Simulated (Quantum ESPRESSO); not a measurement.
# Near-edge structure at the Zn K edge of ErZn (Pm-3m), part 2 of 3

Aim: the near-edge shape at the Zn K edge of ErZn (Pm-3m), and what the core hole does to it.

Quantum ESPRESSO 7.5; X-ray absorption near-edge structure, plane-wave PAW PBEsol, one-electron final states by a Lanczos continued fraction.

So far. Step 2 (The field without a hole): The mesh shows no gap, so the system is treated as a metal and the core electron is put at the Fermi level (neutral cell). Step 3 (Spectrum without a core hole, Zn atom 2): Main maxima below 30 eV (height): 2.1 eV (0.75), 9.6 eV (1.45) and 23.6 eV (1.31). A K edge sees empty p states on the absorber.

## Step 6: Supercell with XCH, Zn atom 2

Level of this step: plane-wave PAW DFT, PBEsol, scalar-relativistic, self-consistent field (Quantum ESPRESSO).

The holes are 6.1 Å apart. The excited electron is kept in the cell, where it fills the lowest empty states and screens the hole.

File scf.in:

```
&control
   calculation='scf', prefix='x', pseudo_dir='../pp', outdir='tmp', tprnfor=.true.
/
&system
   ibrav=0, nat=8, ntyp=3, nbnd=58
   ecutwfc=62, ecutrho=400
   occupations='smearing', smearing='mv', degauss=0.015
/
&electrons
   conv_thr=8.0e-08, electron_maxstep=120
   mixing_beta=0.5
/
ATOMIC_SPECIES
Er 1.0 Er.pbesol-spdn-kjpaw.UPF
Zn0 1.0 Zn.pbesol-dn-kjpaw-1sch.UPF
Zn 1.0 Zn.pbesol-dn-kjpaw.UPF
CELL_PARAMETERS angstrom
  3.50789832 3.50789832 3.50789832
  -3.50789832 3.50789832 -3.50789832
  -3.50789832 3.50789832 3.50789832
ATOMIC_POSITIONS crystal
Er   0.00000000 0.00000000 0.00000000
Er   0.50000000 0.50000000 0.00000000
Er   0.00000000 0.50000000 0.50000000
Er   0.50000000 0.00000000 0.50000000
Zn0  0.50000000 0.00000000 0.00000000
Zn   0.00000000 0.50000000 0.00000000
Zn   0.50000000 0.50000000 0.50000000
Zn   0.00000000 0.00000000 0.50000000
K_POINTS automatic
5 5 5 0 0 0
```

On the command line:

```sh
$ OMP_NUM_THREADS=1 mpirun --oversubscribe --bind-to none -np 4 pw.x -nk 4 -in scf.in > scf.out
```

Log:

```text
     [... banner and references ...]
[banner, memory and clock lines left out]
using ibrav=0 with symmetry is DISCOURAGED, use correct ibrav instead

     G-vector sticks info

     bravais-lattice index     =            0
     lattice parameter (alat)  =      11.4817  a.u.
     unit-cell volume          =    1165.1922 (a.u.)^3
     number of atoms/cell      =            8
     number of atomic types    =            3
     number of electrons       =        93.00
     number of Kohn-Sham states=           58
     kinetic-energy cutoff     =      62.0000  Ry
     charge density cutoff     =     400.0000  Ry
     scf convergence threshold =      8.0E-08
     mixing beta               =       0.5000
     number of iterations used =            8  plain     mixing
     Exchange-correlation= SLA  PW   PSX  PSC
                           (   1   4  10   8   0   0   0)

     celldm(1)=  11.481708  celldm(2)=   0.000000  celldm(3)=   0.000000
     celldm(4)=   0.000000  celldm(5)=   0.000000  celldm(6)=   0.000000

     crystal axes: (cart. coord. in units of alat)
               a(1) = (   0.577350   0.577350   0.577350 )
               a(2) = (  -0.577350   0.577350  -0.577350 )
               a(3) = (  -0.577350   0.577350   0.577350 )

     reciprocal axes: (cart. coord. in units 2 pi/alat)
               b(1) = (  0.866025  0.866025  0.000000 )
               b(2) = ( -0.000000  0.866025 -0.866025 )
               b(3) = ( -0.866025 -0.000000  0.866025 )

     PseudoPot. #1 for Er:     Pseudo is Projector augmented-wave + core cor, Zval = 11.0

     PseudoPot. #2 for Zn:     Pseudo is Projector augmented-wave + core cor, Zval = 13.0

[...]
End of self-consistent calculation

          k = 0.0000 0.0000 0.0000 (  9693 PWs)   bands (ev):

   -39.6454 -39.6158 -39.6158 -39.6158 -13.6567 -13.6567 -13.6567 -13.6534
   -13.6534 -13.6534 -13.3584 -13.3584 -13.3584 -13.2960 -13.2959 -13.2959
    -3.5029  -3.5029  -3.5029  -3.4641  -3.4641   3.1616   4.0535   4.0535
     4.0535   4.0718   4.0726   4.0726   4.1714   4.1714   4.1714   4.2435
     4.2435   4.2435   4.2926   4.2926   4.4309   6.1801   7.0054   7.0054
    10.3934  10.3934  10.3934  10.9514  10.9514  10.9514  11.0002  11.0002
    11.0002  11.0686  11.0686  14.1381  14.1381  14.1381  14.3325  14.3325
    14.3326  15.6345

     [... bands of 9 further k-points ...]

     the Fermi energy is    11.1381 ev

!    total energy              =   -3414.73419050 Ry
     total all-electron energy =   -118303.011998 Ry
     estimated scf accuracy    <          7.2E-09 Ry
     smearing contrib. (-TS)   =      -0.00126384 Ry
     internal energy E=F+TS    =   -3414.73292665 Ry

     The total energy is F=E-TS. E is the sum of the following terms:
     one-electron contribution =    -352.89658307 Ry
     hartree contribution      =     260.94200529 Ry
     xc contribution           =    -417.43142731 Ry
     ewald contribution        =    -594.65328489 Ry
     one-center paw contrib.   =   -2310.69363668 Ry

     convergence has been achieved in   8 iterations

     Forces acting on atoms (cartesian axes, Ry/au):

     atom    1 type  1   force =     0.00000000   -0.00000000   -0.00000000
     atom    2 type  1   force =     0.00000000    0.00000000    0.00000000
     atom    3 type  1   force =    -0.00000000    0.00000000   -0.00000000
[...]
atom    7 type  3   force =    -0.00000000   -0.00000000    0.00000000
     atom    8 type  3   force =    -0.00000000    0.00000000   -0.00000000

     Total force =     0.000000     Total SCF correction =     0.000000

     XML data file, charge density, pseudopotentials, collected wavefunctions
```

It took 1.9 min on 4 MPI ranks of AMD EPYC 7571, shared host; peak memory 0.31 GiB; 7.6 min of CPU time.

Energy with the hole: -1609594.477 eV, cores included.

## Step 7: Spectrum with XCH, Zn atom 2

The Lanczos recursion gives the spectrum without computing empty bands; each polarisation needs a run of its own on the full k mesh. xe0 is set between filled and empty states, and states below it are cut, here at the Fermi level, which holds the excited electron. The file of filecore holds the core orbital, taken from the hole-free data set.

File xspectra.in:

```
&input_xspectra
   calculation='xanes_dipole', edge='K'
   prefix='x', outdir='tmp', xiabs=2, xe0=11.1381
   xonly_plot=.false., x_save_file='xanes.sav'
   xniter=3000, xcheck_conv=20, xerror=0.005
   xcoordcrys=.false., xepsilon(1)=1, xepsilon(2)=0, xepsilon(3)=0
/
&plot
   xnepoint=413, xemin=-10, xemax=45, terminator=.true., cut_occ_states=.true.
   xgamma=0.4
/
&pseudos
   filecore='../Zn.wfc'
/
&cut_occ
   cut_desmooth=0.1, cut_stepl=0.05, cut_stepu=0.05, cut_ierror=1e-5
/
5 5 5 0 0 0
```

On the command line:

```sh
$ OMP_NUM_THREADS=1 mpirun --oversubscribe --bind-to none -np 4 xspectra.x -nk 4 -in xspectra.in > xspectra.out
```

Log:

```text
     [... banner and references ...]
Reading input_file

     calculation: xanes_dipole

     xepsilon  [cartesian coordinates]:   1.000000   0.000000   0.000000

     xonly_plot: FALSE
        => complete calculation: Lanczos + spectrum plot

     filecore (core-wavefunction file): ../Zn.wfc

     main plot parameters:
        cut_occ_states: TRUE
        gamma_mode:  constant
        -> using xgamma [eV]:  0.40
        xemin [eV]: -10.00
        xemax [eV]:  45.00
        xnepoint:  413
        xe0 [eV]:  11.138100 (energy zero read in input file)

     WARNING: variable ef_r is obsolete

                      Reading SCF save directory: x.save

     tmp/x.save/

     Exchange-correlation= PBESOL
                           (   1   4  10   8   0   0   0)

     G-vector sticks info

                           Getting the Fermi energy

     From SCF save directory:
        ehomo [eV]:   11.4797 (highest occupied level)
        elumo [eV]:   11.5558 (lowest occupied level)
        ef    [eV]:   11.4797

     -> ef (in eV) will be written in x_save_file

                           Energy zero of the spectrum

     -> ef will NOT be used as energy zero of the spectrum
       (because xe0 read in input file)

     G-vector sticks info

     bravais-lattice index     =            0
     lattice parameter (alat)  =      11.4817  a.u.
     unit-cell volume          =    1165.1922 (a.u.)^3
     number of atoms/cell      =            8
     number of atomic types    =            3
     number of electrons       =        93.00
     number of Kohn-Sham states=           58
     kinetic-energy cutoff     =      62.0000  Ry
     charge density cutoff     =     400.0000  Ry
     Exchange-correlation= PBESOL
                           (   1   4  10   8   0   0   0)

     celldm(1)=  11.481708  celldm(2)=   0.000000  celldm(3)=   0.000000
     celldm(4)=   0.000000  celldm(5)=   0.000000  celldm(6)=   0.000000

     crystal axes: (cart. coord. in units of alat)
               a(1) = (   0.577350   0.577350   0.577350 )
               a(2) = (  -0.577350   0.577350  -0.577350 )
               a(3) = (  -0.577350   0.577350   0.577350 )

     reciprocal axes: (cart. coord. in units 2 pi/alat)
               b(1) = (  0.866025  0.866025  0.000000 )
               b(2) = ( -0.000000  0.866025 -0.866025 )
               b(3) = ( -0.866025 -0.000000  0.866025 )

     PseudoPot. #1 for Er:     Pseudo is Projector augmented-wave + core cor, Zval = 11.0

     PseudoPot. #2 for Zn:     Pseudo is Projector augmented-wave + core cor, Zval = 13.0

     PseudoPot. #3 for Zn:     Pseudo is Projector augmented-wave + core cor, Zval = 12.0

     atomic species   valence    mass     pseudopotential
     Er               11.00     1.00000     Er( 1.00)
     Zn0              13.00     1.00000     Zn( 1.00)
     Zn               12.00     1.00000     Zn( 1.00)

     48 Sym. Ops., with inversion, found

   Cartesian axes

     site n.     atom                  positions (alat units)
         1        Er     tau(   1) = (   0.0000000   0.0000000   0.0000000  )
         2        Er     tau(   2) = (   0.0000000   0.5773503   0.0000000  )
         3        Er     tau(   3) = (  -0.5773503   0.5773503   0.0000000  )
         4        Er     tau(   4) = (   0.0000000   0.5773503   0.5773503  )
         5        Zn0    tau(   5) = (   0.2886751   0.2886751   0.2886751  )
         6        Zn     tau(   6) = (  -0.2886751   0.2886751  -0.2886751  )
         7        Zn     tau(   7) = (  -0.2886751   0.8660254   0.2886751  )
         8        Zn     tau(   8) = (  -0.2886751   0.2886751   0.2886751  )

     number of k points=   125  Marzari-Vanderbilt smearing, width (Ry)=  0.0150

     Number of k-points >= 100: set verbosity='high' to print them.

     Dense  grid:   157291 G-vectors     FFT dimensions: (  80,  80,  80)

     Smooth grid:    76765 G-vectors     FFT dimensions: (  60,  60,  60)

     The potential is recalculated from file :
     tmp/x.save/charge-density

     Starting wfcs are   88 atomic wfcs
     Checking if some PAW data can be deallocated...

               Reading core wavefunction file for the absorbing atom

     ../Zn.wfc successfully read

                              Attributing the PAW radii
                     for the absorbing atom [units: Bohr radius]

        PAW proj 1: r_paw(l= 0)= 3.30  (1.5*r_cut)
        PAW proj 2: r_paw(l= 0)= 3.30  (1.5*r_cut)
        PAW proj 3: r_paw(l= 1)= 3.30  (1.5*r_cut)
        PAW proj 4: r_paw(l= 1)= 3.30  (1.5*r_cut)
        PAW proj 5: r_paw(l= 2)= 2.55  (1.5*r_cut)
        PAW proj 6: r_paw(l= 2)= 2.55  (1.5*r_cut)

        NB: The calculation will not necessary use all these r_paw values.
            - For a edge in the electric-dipole approximation,
              only the r_paw(l=1) values are used.
            - For a K edge in the electric-quadrupole approximation,
              only the r_paw(l=2) values are used.

            - For a L2 or L3 edge in the electric-quadrupole approximation,

              all projectors (s, p and d) are used.

                          Starting XANES calculation
                     in the electric dipole approximation

     Method of calculation based on the Lanczos recursion algorithm
        - STEP 1: Construction of a kpoint-dependent Lanczos basis,
          in which the Hamiltonian is tridiagonal (each 'iter'
          corresponds to the calculation of one more Lanczos vector)
        - STEP 2: Calculation of the cross-section as a continued fraction
          averaged over the k-points.

     ... Begin STEP 1 ...

        Radial transition matrix element(s) used in the calculation of the
        initial vector of the Lanczos basis (|tilde{phi}_abs> normalized)
        | For PAW proj. (l=1) #1: radial matrix element =   0.003308496
        | For PAW proj. (l=1) #2: radial matrix element =   0.006483087

NB: the    32 k-point are not all listed below because npool=  4
        |-------------------------------------------------------------
        ! k-point #     1:  ( 0.0000,  0.0000,  0.0000),  0.0160,   1
        |-------------------------------------------------------------
 okvan= T
        |   Norm of the initial Lanczos vector: 0.48412080E-02
        |   Estimated error at iter     20:   1.01082753
        |   Estimated error at iter     40:   0.50705414
        |   Estimated error at iter     60:   0.35713327
        |   Estimated error at iter     80:   0.37706628
        |   Estimated error at iter    100:   0.37618710
[...]
!   => CONVERGED at iter    140 with error=  0.00242353
        |-------------------------------------------------------------
        ! k-point #     2:  (-0.1732, -0.0000,  0.1732),  0.0160,   1
        |-------------------------------------------------------------
 okvan= T
        |   Norm of the initial Lanczos vector: 0.48411796E-02
[...]
!   => CONVERGED at iter    560 with error=  0.00308513
        |-------------------------------------------------------------
     [... 29 further k-points ...]
        ! k-point #    32:  ( 0.0000,  0.3464, -0.0000),  0.0160,   1
        |-------------------------------------------------------------
 okvan= T
        |   Norm of the initial Lanczos vector: 0.48411874E-02
[...]
|   Estimated error at iter    240:   0.02369508
        |   Estimated error at iter    260:   0.04368372
        |   Estimated error at iter    280:   0.04569238
        !   => CONVERGED at iter    300 with error=  0.00485352

     Results of STEP 1 successfully written in x_save_file
     x_save_file name:
     ->  xanes.sav
     x_save_file version:  2

     ... End STEP 1 ...

     ... Begin STEP 2 ...

     The spectrum is calculated using the following parameters:
        xe0 [eV]:   11.1381
        the occupied states are elimintate from the spectrum
        xemin [eV]: -10.00
        xemax [eV]:  45.00
        xnepoint:  413
        constant broadening parameter [eV]:    0.400
        Core level energy [eV]:  -9659.
         (from electron binding energy of neutral atoms in X-ray data booklet)

     Cross-section successfully written in xanes.dat

     ... End STEP 2 ...

                                END JOB XSpectra
```

Wall time 11 min (4 MPI ranks); peak memory 0.23 GiB.

The Zn K spectrum, Zn atom 2, excited-electron core hole (neutral cell) (energy from the energy zero of the input (xe0, at the border of filled and empty states); intensity scaled to a mean of 1 over the first 20 eV; folded afterwards to Lorentzian half width 0.83 eV up to 4 eV, rising linearly to 1.75 eV at 25 eV; the points at xe0, where the cut of filled states can leave a spike, are interpolated):

| E (eV) | intensity |
| --- | --- |
| -2.0 | 0.11 |
| -1.5 | 0.14 |
| -1.0 | 0.18 |
| -0.5 | 0.24 |
| 0.0 | 0.35 |
| 0.5 | 0.47 |
| 1.0 | 0.62 |
| 1.5 | 0.76 |
| 2.0 | 0.79 |
| 2.5 | 0.74 |
| 3.0 | 0.67 |
| 3.5 | 0.60 |
| 4.0 | 0.59 |
| 4.5 | 0.63 |
| 5.0 | 0.70 |
| 5.5 | 0.82 |
| 6.0 | 0.97 |
| 6.5 | 1.09 |
| 7.0 | 1.16 |
| 7.5 | 1.24 |
| 8.0 | 1.38 |
| 8.5 | 1.50 |
| 9.0 | 1.55 |
| 9.5 | 1.50 |
| 10.0 | 1.41 |
| 10.5 | 1.33 |
| 11.0 | 1.27 |
| 11.5 | 1.20 |
| 12.0 | 1.13 |
| 12.5 | 1.08 |
| 13.0 | 1.06 |
| 13.5 | 1.05 |
| 14.0 | 1.04 |
| 14.5 | 1.02 |
| 15.0 | 1.01 |
| 15.5 | 0.99 |
| 16.0 | 0.98 |
| 16.5 | 0.98 |
| 17.0 | 0.98 |
| 17.5 | 0.98 |
| 18.0 | 0.97 |
| 18.5 | 0.98 |
| 19.0 | 1.02 |
| 19.5 | 1.08 |
| 20.0 | 1.14 |
| 20.5 | 1.17 |
| 21.0 | 1.17 |
| 21.5 | 1.17 |
| 22.0 | 1.17 |
| 22.5 | 1.17 |
| 23.0 | 1.17 |
| 23.5 | 1.16 |
| 24.0 | 1.15 |
| 24.5 | 1.12 |
| 25.0 | 1.10 |
| 25.5 | 1.09 |
| 26.0 | 1.08 |
| 26.5 | 1.08 |
| 27.0 | 1.07 |
| 27.5 | 1.06 |
| 28.0 | 1.06 |
| 28.5 | 1.06 |
| 29.0 | 1.08 |
| 29.5 | 1.10 |
| 30.0 | 1.12 |
| 30.5 | 1.14 |
| 31.0 | 1.17 |
| 31.5 | 1.21 |
| 32.0 | 1.23 |

Main maxima below 30 eV (height): 1.9 eV (0.79), 9.0 eV (1.55) and 21.0 eV (1.17). 

The total-energy difference is 9686.70 eV. One term is added: -30.96 eV, since the hole is spin-paired here and a spin-polarised one costs that much less in the free atom (computed apart). The photon energy is then 9655.74 eV. The tabulated edge of the element is 9659 eV. The functional leaves an error in such absolute values: in the free atom PBEsol prices this hole 8.8 eV below PBE (computed apart), and PBE is itself good to a few eV.

## Step 8: Quadrupole spectrum with XCH, Zn atom 2

Pre-edge features of transition metals can come from s→d transitions, which the dipole operator misses, so the quadrupole term is computed on the same field.

Changed against the first core-hole run: operator from dipole to quadrupole.

File xspectra.in:

```
&input_xspectra
   calculation='xanes_quadrupole', edge='K'
   prefix='x', outdir='tmp', xiabs=2, xe0=11.1381
   xonly_plot=.false., x_save_file='xanes.sav'
   xniter=3000, xcheck_conv=20, xerror=0.005
   xcoordcrys=.false., xepsilon(1)=1, xepsilon(2)=0, xepsilon(3)=0
   xkvec(1)=0, xkvec(2)=1, xkvec(3)=0
/
&plot
   xnepoint=226, xemin=-8, xemax=22, terminator=.true., cut_occ_states=.true.
   xgamma=0.4
/
&pseudos
   filecore='../Zn.wfc'
/
&cut_occ
   cut_desmooth=0.1, cut_stepl=0.05, cut_stepu=0.05, cut_ierror=1e-5
/
5 5 5 0 0 0
```

Log:

```text
     [... banner and references ...]
Reading input_file

     calculation: xanes_qyadrupole

     xepsilon  [cartesian coordinates]:   1.000000   0.000000   0.000000

     xonly_plot: FALSE
        => complete calculation: Lanczos + spectrum plot

     filecore (core-wavefunction file): ../Zn.wfc

     main plot parameters:
        cut_occ_states: TRUE
        gamma_mode:  constant
        -> using xgamma [eV]:  0.40
        xemin [eV]:  -8.00
        xemax [eV]:  22.00
        xnepoint:  226
        xe0 [eV]:  11.138100 (energy zero read in input file)

[...]
Results of STEP 1 successfully written in x_save_file
     x_save_file name:
     ->  xanes.sav
     x_save_file version:  2

     ... End STEP 1 ...

     ... Begin STEP 2 ...

     The spectrum is calculated using the following parameters:
        xe0 [eV]:   11.1381
        the occupied states are elimintate from the spectrum
        xemin [eV]:  -8.00
        xemax [eV]:  22.00
        xnepoint:  226
        constant broadening parameter [eV]:    0.400
        Core level energy [eV]:  -9659.
         (from electron binding energy of neutral atoms in X-ray data booklet)

     Cross-section successfully written in xanes.dat

     ... End STEP 2 ...

                                END JOB XSpectra
```

Wall time 4.4 min (4 MPI ranks); peak memory 0.23 GiB; 17 min of CPU time.

Dipole and quadrupole parts on one scale (eps x, k y):

| E (eV) | dipole | quadrupole × 20 |
| --- | --- | --- |
| -3.0 | 0.08 | 0.00 |
| -2.0 | 0.11 | 0.00 |
| -1.0 | 0.18 | 0.00 |
| 0.0 | 0.35 | 0.00 |
| 1.0 | 0.62 | 0.01 |
| 2.0 | 0.79 | 0.02 |
| 3.0 | 0.67 | 0.03 |
| 4.0 | 0.59 | 0.02 |
| 5.0 | 0.70 | 0.01 |
| 6.0 | 0.97 | 0.01 |
| 7.0 | 1.16 | 0.02 |
| 8.0 | 1.38 | 0.01 |
| 9.0 | 1.55 | 0.01 |
| 10.0 | 1.41 | 0.02 |
| 11.0 | 1.27 | 0.02 |
| 12.0 | 1.13 | 0.02 |
| 13.0 | 1.06 | 0.02 |
| 14.0 | 1.04 | 0.02 |
| 15.0 | 1.01 | 0.02 |
| 16.0 | 0.98 | 0.02 |
| 17.0 | 0.98 | 0.03 |
| 18.0 | 0.97 | 0.04 |
| 19.0 | 1.02 | 0.04 |
| 20.0 | 1.14 | 0.04 |
| 21.0 | 1.17 | 0.03 |
| 22.0 | 1.17 | 0.04 |

[end of part 2 of 3]

[Banner, clock and machine lines of the logs are left out without a mark of their own.]

[Logs are printed without paths, hosts, clocks, repeated set-up lines and the standing remarks that a program may print on its own settings, such as how far it seeks lower states.]

[Hosts, paths, dates, database ids (printed as entryN), source tags and the programs' standing remarks are cut or masked in the printed files.]

[Lists of maxima count a maximum above −3 eV only where it reaches 4 % of the highest in the window and stands out from its surroundings by 2 % of it (1.5 % where it reaches 55 %); shoulders and weaker maxima are passed over, and of the rest the first, up to two pre-edge ones and the few strongest are named.]
